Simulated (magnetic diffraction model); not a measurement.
# Cr6IrPb4 below its ordering temperature

Space group P-6m2 (no. 187), a = 7.6660 Å, c = 4.1090 Å.

```
site  atom       x       y    z
  3k    Pb  0.6122  0.8061  1/2
  1e    Pb     2/3     1/3    0
  1a    Ir       0       0    0
  3k    Cr  0.4020  0.2010  1/2
  3j    Cr  0.0710  0.5355    0
```

The compound is invented for this exercise: a known structure type with other elements, its cell scaled to their sizes and not relaxed.

Only Cr is taken to order (form factors of Cr2+); orders and moment sizes are assumed, and not adapted to the symmetry. Radiation: neutrons of λ = 2.567 Å (absorption by Ir left out), 3° to 100°; isotropic B of 0.16 Å² (Pb), 0.13 Å² (Ir) and 0.17 Å² (Cr). The intensities are simulated: I ∝ L Σ (|F_N|² + |F_M⊥|²) for unpolarised neutrons, with F_M = 2.695 fm/μB × Σ f(s) S exp(2πi Q·r) exp(−B s²) at Q = H ± k (one set where k and −k are equivalent), only the part normal to Q counting and L = 1/(sin²θ cos θ). For collinear order S is the moment m, which repeats by lattice and centring translations R with the sign exp(−2πi k·R). Form factors are spin-only for 3d ions and dipole or tabulated for f ions, scattering lengths are Sears's of 1992, and absorption is left out. A label names one of the reflections at its angle. The strongest nuclear line in the range is 100, and lines under 0.2 are left out.

Above the ordering temperature:

| 2θ (°) | index | I |
| --- | --- | --- |
| 22.29 | (1 0 0) | 1.0 |
| 36.40 | (0 0 1) | 2.4 |
| 39.13 | (1 1 0) | 7.3 |
| 43.10 | (1 0 1) | 23.8 |
| 45.49 | (2 0 0) | 34.6 |
| 54.51 | (1 1 1) | 78.4 |
| 59.61 | (2 0 1) | 100.0 |
| 61.53 | (2 1 0) | 59.4 |
| 73.64 | (2 1 1) | 69.4 |
| 77.32 | (0 0 2) | 52.9 |
| 81.68 | (1 0 2) | 0.2 |
| 82.41 | (3 0 1) | 78.2 |
| 84.09 | (2 2 0) | 74.1 |
| 88.38 | (3 1 0) | 0.6 |
| 90.28 | (1 1 2) | 4.3 |
| 94.56 | (2 0 2) | 25.6 |
| 99.61 | (3 1 1) | 28.9 |

Below it (cell unchanged):

```csv
2θ (°),I
21.17,5.2
22.29,1.0
26.47,15.8
34.88,8.5
36.40,2.4
38.46,0.7
39.13,7.3
43.10,23.8
44.91,3.1
45.49,34.6
53.41,3.8
54.51,78.4
56.03,2.2
57.16,0.5
59.61,100.0
59.68,2.1
61.53,59.4
63.47,0.7
64.53,2.8
66.88,0.3
68.17,1.2
71.46,1.1
73.64,69.4
74.94,0.5
77.15,0.3
77.32,52.9
78.12,1.5
80.30,0.8
81.68,0.2
82.41,78.2
84.09,74.1
86.77,0.3
87.97,1.1
88.38,0.6
90.28,4.3
91.05,0.5
```
(The table stops after 36 lines; 5 more lie at higher angle.)

**Question.** Check that the new lines index with k = (1/2 1/2 1/2), then choose among these models:
A. collinear moments along [100], 1.6 μB on Cr; signs + at (0.4020, 0.2010, 1/2), − at (0.7990, 0.5980, 1/2), − at (0.7990, 0.2010, 1/2), − at (0.0710, 0.5355, 0), + at (0.4645, 0.9290, 0), + at (0.4645, 0.5355, 0)
B. collinear moments along [001], 1.6 μB on Cr; signs + at (0.4020, 0.2010, 1/2), − at (0.7990, 0.5980, 1/2), + at (0.7990, 0.2010, 1/2), + at (0.0710, 0.5355, 0), + at (0.4645, 0.9290, 0), + at (0.4645, 0.5355, 0)
C. collinear moments along [100], 1.6 μB on Cr; signs + at (0.4020, 0.2010, 1/2), − at (0.7990, 0.5980, 1/2), + at (0.7990, 0.2010, 1/2), + at (0.0710, 0.5355, 0), + at (0.4645, 0.9290, 0), + at (0.4645, 0.5355, 0)
D. collinear moments along [001], 1.6 μB on Cr; signs + at (0.4020, 0.2010, 1/2), − at (0.7990, 0.5980, 1/2), − at (0.7990, 0.2010, 1/2), − at (0.0710, 0.5355, 0), + at (0.4645, 0.9290, 0), + at (0.4645, 0.5355, 0)

The new lines index as (1/2 -1/2 1/2) at 21.17°, (1/2 1/2 1/2) at 26.47°, (3/2 -1/2 1/2) at 34.88° and (3/2 -3/2 1/2) at 38.46°, that is as H ± k with k = (1/2 1/2 1/2), one of 3 inequivalent arms of its star (k and −k counted as one), which a powder can't tell apart. Half indices mean that the moments reverse under translations with k·R a half-integer, and the magnetic cell has twice the primitive volume.

Magnetic intensity, observed (below minus above) and for each model:

| 2θ (°) | index | observed | A | B | C | D |
| --- | --- | --- | --- | --- | --- | --- |
| 21.17 | (1/2 -1/2 1/2) | 5.2 | 5.2 | 6.7 | 19.1 | 1.8 |
| 26.47 | (1/2 1/2 1/2) | 15.8 | 15.8 | 7.8 | 12.7 | 9.8 |
| 34.88 | (3/2 -1/2 1/2) | 8.5 | 8.5 | 7.5 | 7.8 | 13.8 |
| 53.41 | (5/2 -3/2 1/2) | 3.8 | 3.8 | 3.6 | 1.0 | 5.2 |
| 56.03 | (5/2 -1/2 1/2) | 2.2 | 2.2 | 4.3 | 2.5 | 2.5 |
| 59.68 | (1/2 1/2 3/2) | 2.1 | 2.1 | <0.2 | 1.7 | 0.2 |
| 61.05 | (5/2 -5/2 1/2) | <0.2 | <0.2 | 2.0 | 0.7 | 0.4 |
| 64.53 | (3/2 -1/2 3/2) | 2.8 | 2.8 | 0.4 | 1.7 | 0.8 |

Model A matches.

The structure used: k = (1/2 1/2 1/2), collinear moments along [100], 1.6 μB on Cr; signs + at (0.4020, 0.2010, 1/2), − at (0.7990, 0.5980, 1/2), − at (0.7990, 0.2010, 1/2), − at (0.0710, 0.5355, 0), + at (0.4645, 0.9290, 0), + at (0.4645, 0.5355, 0).

[Logs are printed without paths, hosts, clocks, repeated set-up lines and the standing remarks that a program may print on its own settings, such as how far it seeks lower states.]
